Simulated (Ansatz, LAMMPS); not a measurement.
# Structural relaxation of glassy 55SiO2-6Al2O3-16MgO-16BaO-6Sc2O3 (mol %) (143 atoms)

Wanted: the relaxed structure of glassy 55SiO2-6Al2O3-16MgO-16BaO-6Sc2O3 (mol %) (143 atoms) and its electronic structure.

Calculated with Ansatz 0.2.0; Kohn-Sham DFT, PBE, PAW (set soft_2), plane waves.

## (1) Set-up

The cell holds 143 atoms: 27 Si, 6 Al, 8 Mg, 8 Ba, 6 Sc and 88 O. Its edges and angles: a = 12.615 Å, b = 12.615 Å, c = 12.615 Å, α = 90.0°, β = 90.0°, γ = 90.0°. 143 atoms (27 Si, 6 Al, 8 Mg, 8 Ba, 6 Sc, 88 O) placed at random at 3.13 g/cm³, melted at 4000 K for 10 ps at fixed volume with the Morse and Coulomb pair potential with partial charges (Pedone, Malavasi, Menziani, Cormack and Segre, J. Phys. Chem. B 110, 11780 (2006)). Quenched from 4000 K to 300 K at 25 K/ps and fixed volume, held 10 ps at zero pressure, then minimised at fixed cell.

Limits known from the start: The quench rate of 25 K/ps is many orders above laboratory rates, so the cell is likely richer in defects and strain than a real sample. The starting topology of bonds comes from the classical model. Sampling is at Γ alone, for a cell whose shortest periodic width is 13 Å. The levels lack spin–orbit coupling, which is large for the heavy elements here.

## (2) Single point at the start

A single point comes first, to see the forces before anything moves.

The input, input.yaml:

```yaml
crystal:
  lattice:
    - [12.61497, 0.0, 0.0]
    - [0.0, 12.61497, 0.0]
    - [0.0, 0.0, 12.61497]
  atoms:
    - { symbol: Si, position: [0.21391, 0.86996, 0.95078] }
    - { symbol: Si, position: [0.23615, 0.15178, 0.67409] }
    - { symbol: Si, position: [0.06052, 0.1179, 0.35309] }
    - { symbol: Si, position: [0.49117, 0.6799, 0.67528] }
    [... 133 atom lines left out ...]
    - { symbol: O, position: [0.6073, 0.42644, 0.30115] }
    - { symbol: O, position: [0.22074, 0.77358, 0.67423] }
    - { symbol: O, position: [0.80958, 0.49222, 0.45383] }
    - { symbol: O, position: [0.16852, 0.10535, 0.28928] }
    - { symbol: O, position: [0.18061, 0.26236, 0.65011] }
    - { symbol: O, position: [0.42931, 0.09143, 0.12864] }
kpoints:
  mp_grid: { grid: [1, 1, 1] }
hamiltonian:
  xc: pbe
scf:
  occupations: { method: fixed }
output:
  forces: true
  stress: true
  populations: true
  dos:
    method: { smearing: { sigma: 0.15 } }
    de: 0.1
    projected: { site_lists: { Al: [Al], Ba: [Ba], Mg: [Mg], O: [O], Sc: [Sc] } }
  eigenvalues: true
```

On the command line:

```sh
$ ansatz run input.yaml --threads 4 --pin off --max-ram 8192MiB --backend cpu --events-out ev --progress --plain --runs-dir out
```

Wall time 58 s (4 threads of Arm Neoverse V2, shared host); peak memory 3.3 GiB.

Read from the output:

```
free energy                                      : -146311.9497 eV
free energy per atom                             : -1023.1605 eV/atom
SCF cycles                                       : 10
pressure                                         : 4.543 GPa
r.m.s. force component                           : 0.9157 eV/Å
longest force                                    : 3.349 eV/Å
Fermi energy                                     : 5.009 eV
gap (highest filled to lowest empty level) : 3.488 eV
spilling of the projection                       : 0.01109
```

The r.m.s. force component of 0.92 eV/Å and the pressure of 4.5 GPa set the starting point.

Length of the force by element:

```tsv
element	coordination	atoms	mean length of the force (eV/Å)	spread	least	most
Al	all	6	0.932	0.349	0.371	1.37
Ba	all	8	0.581	0.200	0.292	0.938
Mg	all	8	0.621	0.250	0.283	1.09
O	all	88	1.69	0.670	0.235	3.35
Sc	all	6	1.10	0.358	0.576	1.74
Si	all	27	1.24	0.476	0.372	2.05
```

## (3) Cell and atoms relaxed

The cell is relaxed with the atoms, since the starting lattice needn't suit this functional.

input.yaml, the sections that differ from step 2:

```yaml
output:
  forces: true
relax:
  f_tol: 0.05
  max_steps: 154
  cell: {}
# crystal, kpoints, hamiltonian, scf: as in step 2
```

Wall time 9.5 min (4 threads); peak memory 3.1 GiB; 37 min of CPU time.

Relaxation path:

```tsv
step	energy less that of the first step (eV)	largest force component (eV/Å)	pressure (GPa)	volume (Å³)
1	0.0000	2.8509	4.54	2007.51
2	-4.1768	1.7097	3.07	2001.06
3	-6.4278	0.8237	0.23	2009.19
4	-6.8818	1.2922	0.05	2010.75
5	-7.2023	0.5755	-0.19	2013.55
6	-7.3238	0.3349	-0.09	2012.43
7	-7.4619	0.2337	0.09	2012.65
8	-7.4951	0.1260	-0.01	2014.91
9	-7.5157	0.1458	0.02	2015.31
10	-7.5341	0.0753	0.00	2015.66
11	-7.5341	0.1194	-0.01	2015.08
12	-7.5376	0.0405	0.00	2015.54
13	-7.6725	0.0393	0.09	2015.54
14	-7.6323	0.1103	-0.12	2025.28
15	-7.6730	0.0442	-0.01	2019.71
16	-7.6755	0.0733	0.01	2019.15
17	-7.6766	0.0259	0.00	2019.68
18	-7.6896	0.0259	0.00	2019.68
```

Relaxation steps 11, 14 were tried and not accepted.

```tsv
cell as run	before	after	change
a (Å)	12.615	12.673	+0.5 %
b (Å)	12.615	12.779	+1.3 %
c (Å)	12.615	12.498	-0.9 %
α (°)	90.00	86.85	-3.5 %
β (°)	90.00	88.26	-1.9 %
γ (°)	90.00	88.94	-1.2 %
volume (Å³/atom)	14.04	14.12	+0.6 %
```

The atoms that moved most (Å, as changes of fractional coordinates times the final cell):

```tsv
atom	dx	dy	dz	length
O94	-0.243	-0.269	0.308	0.476
Ba46	-0.154	0.430	-0.065	0.461
O119	0.292	0.332	0.126	0.460
O112	-0.222	0.371	-0.014	0.433
O115	-0.085	0.331	0.234	0.414
O134	-0.031	-0.236	0.320	0.398
Ba44	0.273	-0.198	-0.193	0.388
O84	-0.223	-0.152	0.267	0.379
```

The relaxation changed the energy by -53.8 meV/atom, and atoms moved by 0.19 Å r.m.s., 0.48 Å at most.

## (4) Structure statistics after relaxation

Bonds before and after, by the cutoffs listed below:

```tsv
pair	bonds before	bonds after	mean before (Å)	mean after (Å)	spread before (Å)	spread after (Å)
O-Si	108	108	1.611	1.646	0.036	0.029
O-Mg	36	37	2.119	2.068	0.181	0.119
O-Al	24	25	1.749	1.781	0.051	0.061
O-Sc	31	30	2.130	2.102	0.152	0.115
```

Density 3.20 g/cm³, 14.12 Å³ an atom.

g(r), total and by pair (bins of 0.2 Å):

```tsv
r (Å)	total	O-O	O-Si	O-Ba	O-Mg	O-Al	O-Sc
1.50	0.19	0.00	0.82	0.00	0.00	0.00	0.00
1.70	3.46	0.00	12.67	0.00	0.00	9.89	0.00
1.90	0.54	0.00	0.00	0.00	4.76	2.17	1.97
2.10	0.69	0.00	0.00	0.00	4.36	0.00	7.61
2.30	0.10	0.04	0.00	0.00	0.86	0.00	0.59
2.50	0.41	0.85	0.00	1.06	0.00	0.00	0.24
2.70	1.90	4.29	0.04	3.10	0.15	0.00	0.20
2.90	0.97	1.55	0.08	1.51	0.52	0.34	0.00
3.10	0.91	1.09	0.48	1.19	0.60	0.31	0.16
3.30	1.07	0.92	0.81	1.27	0.52	0.98	0.28
3.50	0.90	0.73	0.96	0.65	0.19	1.23	0.99
3.70	0.93	0.63	1.25	0.99	1.50	0.79	0.91
3.90	0.98	0.52	1.49	0.76	1.13	1.40	1.09
4.10	1.10	0.69	1.70	0.55	1.56	2.25	1.37
4.30	1.17	0.82	1.89	1.36	1.10	1.58	0.97
4.50	0.95	0.78	0.77	0.84	2.02	0.91	1.50
4.70	1.02	1.10	0.75	1.46	1.25	0.63	1.58
4.90	1.05	1.27	0.79	1.33	0.67	0.82	1.14
5.10	0.98	1.25	0.68	1.19	0.62	0.70	0.94
5.30	1.01	1.29	0.84	1.22	0.64	0.49	0.92
5.50	0.92	1.16	0.72	1.06	0.45	0.81	0.55
5.70	0.94	0.98	0.77	0.98	1.12	0.80	0.66
5.90	0.94	0.89	1.13	0.66	0.92	1.09	0.56
6.10	1.01	0.85	1.28	0.93	1.01	1.05	1.06
```

Bonds by pair of elements; cutoffs follow the first minimum of g(r), held within bounds set by covalent radii, and pairs that aren't listed don't count as bonded:

```tsv
pair A-B	cutoff (Å)	bonds	mean length (Å)	spread (Å)	shortest (Å)	B about A	A about B
O-Si	2.08	108	1.65	0.029	1.59	1.23	4
O-Ba	3.29	54	2.87	0.223	2.50	0.614	6.75
O-Mg	2.58	37	2.07	0.119	1.93	0.42	4.62
O-Al	2.33	25	1.78	0.061	1.69	0.284	4.17
O-Sc	2.76	30	2.10	0.115	1.91	0.341	5
```

The cutoff for O-Ba falls short of the minimum of g(r), so counts run low and odd coordinations can be artefacts.

How many atoms have how many bonded neighbours:

```tsv
element	mean	2	3	4	5	6	7	8	9
Al	4.17	0	0	5	1	0	0	0	0
Ba	6.75	0	0	0	1	3	2	1	1
Mg	4.62	0	0	3	5	0	0	0	0
O	2.89	19	60	9	0	0	0	0	0
Sc	5	0	0	1	4	1	0	0	0
Si	4	0	0	27	0	0	0	0	0
```

Bond angles, per cent of each kind in bins of 5°:

```tsv
angle (°)	O-Si-O	O-Mg-O	Ba-O-Si	O-Sc-O
65–70	0.0	0.0	0.0	1.6
70–75	0.0	2.9	0.0	1.6
75–80	0.0	11.8	1.6	6.6
80–85	0.0	10.3	1.6	6.6
85–90	0.6	4.4	3.2	14.8
90–95	0.0	8.8	12.9	14.8
95–100	1.8	8.8	11.3	9.8
100–105	18.5	7.3	16.1	6.6
105–110	30.9	13.2	12.9	6.6
110–115	34.0	4.4	12.9	4.9
115–120	9.9	4.4	6.5	1.6
120–125	4.3	1.5	3.2	1.6
125–130	0.0	4.4	8.1	3.3
130–135	0.0	2.9	4.8	1.6
135–140	0.0	2.9	3.2	6.6
140–145	0.0	2.9	0.0	0.0
145–150	0.0	0.0	0.0	1.6
150–155	0.0	2.9	0.0	1.6
155–160	0.0	1.5	1.6	0.0
160–165	0.0	2.9	0.0	1.6
165–170	0.0	0.0	0.0	6.6
170–175	0.0	1.5	0.0	0.0
```

Bond angles (no mean is given where the spread exceeds 20°):

```tsv
angle	count	mean (°)	spread (°)
O-Si-O	162	109	5.5
O-Mg-O	68	-	-
Ba-O-Si	62	108	15.3
O-Sc-O	61	-	-
```

Oxygen atoms by the number of network formers (Si, P, Ge, B, Al, As, Ga) bound to them:

```tsv
network formers bound to O	O atoms	per cent
0	3	3.4
1	39	44.3
2	44	50
3	2	2.3
```

Network units: each former by its oxygen neighbours and how many of them bridge to another former:

```tsv
former	O neighbours	bridging O	atoms
Si	4	1	1
Si	4	2	13
Si	4	3	8
Si	4	4	5
Al	4	3	2
Al	4	4	3
Al	5	5	1
```

Bond length by coordination (bonds to H left out):

```tsv
element	coordination	atoms	mean bond length (Å)
Al	4	5	1.76
Al	5	1	1.86
Ba	5	1	2.66
Ba	6	3	2.84
Ba	7	2	2.95
Ba	8	1	2.90
Ba	9	1	2.91
Mg	4	3	2.03
Mg	5	5	2.09
O	2	19	1.68
O	3	60	2.06
O	4	9	2.30
Sc	4	1	2.03
Sc	5	4	2.1
Sc	6	1	2.16
```

Rings of the network by King's shortest-path rule, up to 12 atoms, one path for each pair of neighbours; H, halogens, alkali and alkaline-earth atoms are left out, and the last column divides by all other atoms, bonded or not:

```tsv
ring size (atoms)	rings	per network atom
4	2	0.016
6	6	0.047
8	10	0.079
10	16	0.126
12	19	0.15
```

First main peaks of g(r), for some of the pairs, lie near 2.7 Å (O-O), 1.6 Å (O-Si), 2.7 Å (O-Ba), 2.0 Å (O-Mg), 1.8 Å (O-Al) and 2.1 Å (O-Sc). The O-Si-O angle averages 109° with a spread of 6°. Counting bonds to Si and Al alone, not to Sc, 50 % of the oxygens join two of these atoms and 44 % one; 2 % join three; 3 % join none. The commonest Si unit has 4 oxygens, 2 of them shared with other formers (13 of 27 atoms). Rings of 12 atoms are the most common (36 % of those counted); sizes run from 4 to 12, where the search stops.

## (5) Single point at the relaxed geometry

One more single point at the end of the walk gives the fuller output and checks the residual forces.

The input, input.yaml:

```yaml
crystal:
  lattice:
    - [12.67061, 0.11497, 0.18942]
    - [0.11497, 12.7736, 0.34674]
    - [0.18942, 0.34674, 12.49193]
  atoms:
    - { symbol: Si, position: [0.21407, 0.86886, 0.96172] }
    - { symbol: Si, position: [0.23333, 0.14089, 0.67235] }
    - { symbol: Si, position: [0.06563, 0.10976, 0.34607] }
    - { symbol: Si, position: [0.47555, 0.66975, 0.68798] }
    [... 133 atom lines left out ...]
    - { symbol: O, position: [0.6152, 0.43009, 0.31001] }
    - { symbol: O, position: [0.20955, 0.76618, 0.6755] }
    - { symbol: O, position: [0.82057, 0.48643, 0.46429] }
    - { symbol: O, position: [0.1804, 0.11019, 0.28395] }
    - { symbol: O, position: [0.18357, 0.25338, 0.62903] }
    - { symbol: O, position: [0.41617, 0.10048, 0.12642] }
kpoints:
  mp_grid: { grid: [1, 1, 1] }
hamiltonian:
  xc: pbe
scf:
  occupations: { method: fixed }
output:
  forces: true
  stress: true
  populations: true
  dos:
    method: { smearing: { sigma: 0.15 } }
    de: 0.1
    projected: { site_lists: { Al: [Al], Ba: [Ba], Mg: [Mg], O: [O], Sc: [Sc] } }
  eigenvalues: true
  write_density: true
  write_potential: true
  volumetric_format: npy
  elf: true
```

The job ended after 63 s (4 threads; peak memory 3.4 GiB).

Read from the output:

```
free energy                                      : -146319.6393 eV
free energy per atom                             : -1023.2143 eV/atom
SCF cycles                                       : 10
pressure                                         : -0.0009279 GPa
r.m.s. force component                           : 0.00562 eV/Å
longest force                                    : 0.02866 eV/Å
Fermi energy                                     : 4.469 eV
gap (highest filled to lowest empty level) : 4.066 eV
spilling of the projection                       : 0.01102
```

Löwdin charges by element (they lack the spilled electrons, 0.068 e an atom on average):

```tsv
element	coordination	atoms	mean charge (e)	spread	least	most
Al	all	6	1.27	0.0156	1.24	1.29
Ba	all	8	1.86	0.0131	1.84	1.88
Mg	all	8	1.63	0.0106	1.62	1.65
O	all	88	-0.888	0.0856	-1.08	-0.752
Sc	all	6	1.26	0.0281	1.21	1.29
Si	all	27	1.66	0.039	1.59	1.72
```

States in the cell by windows of 1 eV, zero at the Fermi level; the larger projections on atomic orbitals stand beside the total:

```tsv
from (eV)	to (eV)	total	O p	O s	Ba p
-18	-17	51.2	0.7	39.8	0.1
-17	-16	56.2	0.6	45.4	0.2
-16	-15	7.9	0.0	6.6	0.0
-15	-14	2.5	0.0	2.2	0.0
-14	-12	0.0	0.0	0.0	0.0
-12	-11	1.7	0.0	0.0	1.6
-11	-10	44.8	1.6	0.4	42.3
-10	-9	4.0	1.7	0.1	1.4
-9	-8	9.9	6.5	0.6	0.1
-8	-7	18.8	12.9	1.1	0.1
-7	-6	23.2	16.8	0.9	0.1
-6	-5	28.5	21.3	1.0	0.1
-5	-4	58.5	45.1	2.5	0.2
-4	-3	79.3	66.2	2.4	0.3
-3	-2	100.2	89.7	1.4	0.4
-2	-1	118.4	109.6	0.8	0.4
-1	0	86.2	81.6	0.4	0.3
0	1	2.5	2.4	0.0	0.0
1	3	0.0	0.0	0.0	0.0
3	4	0.5	0.0	0.1	0.0
4	5	15.6	1.0	0.6	0.0
```

With fixed occupations the program's Fermi level is the highest filled level; weight inside the gap is the broadening of levels at its edges.

Between -26 and -18 eV lie 85 more states.

The stored curve holds about 779 of the 880 electrons; the rest, give or take the few that broadening carries across the Fermi level, lie in deeper levels below its range.

Not all projections were asked for or kept, so they needn't add up to the total.

The levels nearest the highest filled one (over half full), pooled over k-points and spins:

```tsv
level less the highest filled one (eV)	occupation
-0.190	2
-0.160	2
-0.148	2
-0.106	2
-0.0877	2
0	2
4.07	0
4.61	0
4.67	0
4.72	0
4.76	0
4.81	0
```

Mean Löwdin charges: Al +1.27, Ba +1.86, Mg +1.63, O -0.89, Sc +1.26, Si +1.66 e (they miss 1.1 % of the electrons, so they add up to more than the cell's charge).

## (6) Results

```json
{
  "energy change in the relaxation": "-53.77 meV/atom",
  "r.m.s. displacement": "0.193 Å",
  "largest displacement": "0.476 Å",
  "free energy per atom": "-1023.2143 eV/atom",
  "pressure": "-0.0009279 GPa",
  "r.m.s. force component": "0.00562 eV/Å",
  "gap (highest filled to lowest empty level)": "4.066 eV",
  "wall time of the 3 DFT runs": "12 min"
}
```

What this shows: Relaxation lowers the energy by 53.8 meV/atom and moves atoms by 0.19 Å r.m.s.; the r.m.s. force component goes from 0.92 to 0.0056 eV/Å, the pressure goes from 4.5 to -9.3e-4 GPa, and the gap from 3.49 to 4.07 eV. Displacements are taken in the final cell, so they leave out its strain. The cell grew by 0.6 % in volume. First to last step the energy falls by 7.690 eV; the largest move, 0.48 Å, is that of O94. The O-Mg bonds change most in mean length: from 2.119 Å (spread 0.181) to 2.068 Å (spread 0.119), and their number from 36 to 37. Counting bonds to Si and Al alone, not to Sc, 50 % of the oxygens join two of these atoms and 44 % one; 2 % join three; 3 % join none. Between filled and empty levels lie 4.07 eV (at Γ alone); a semilocal functional tends to put such gaps too low. In a disordered cell it changes from sample to sample, and tail or defect levels can set it.

Caveats: The starting topology of bonds comes from the classical model; in DFT atoms moved by 0.19 Å r.m.s.

[Logs are printed without paths, hosts, clocks, repeated set-up lines and the standing remarks that a program may print on its own settings, such as how far it seeks lower states.]

[Hosts, paths, dates, database ids (printed as entryN), source tags and the programs' standing remarks are cut or masked in the printed files.]
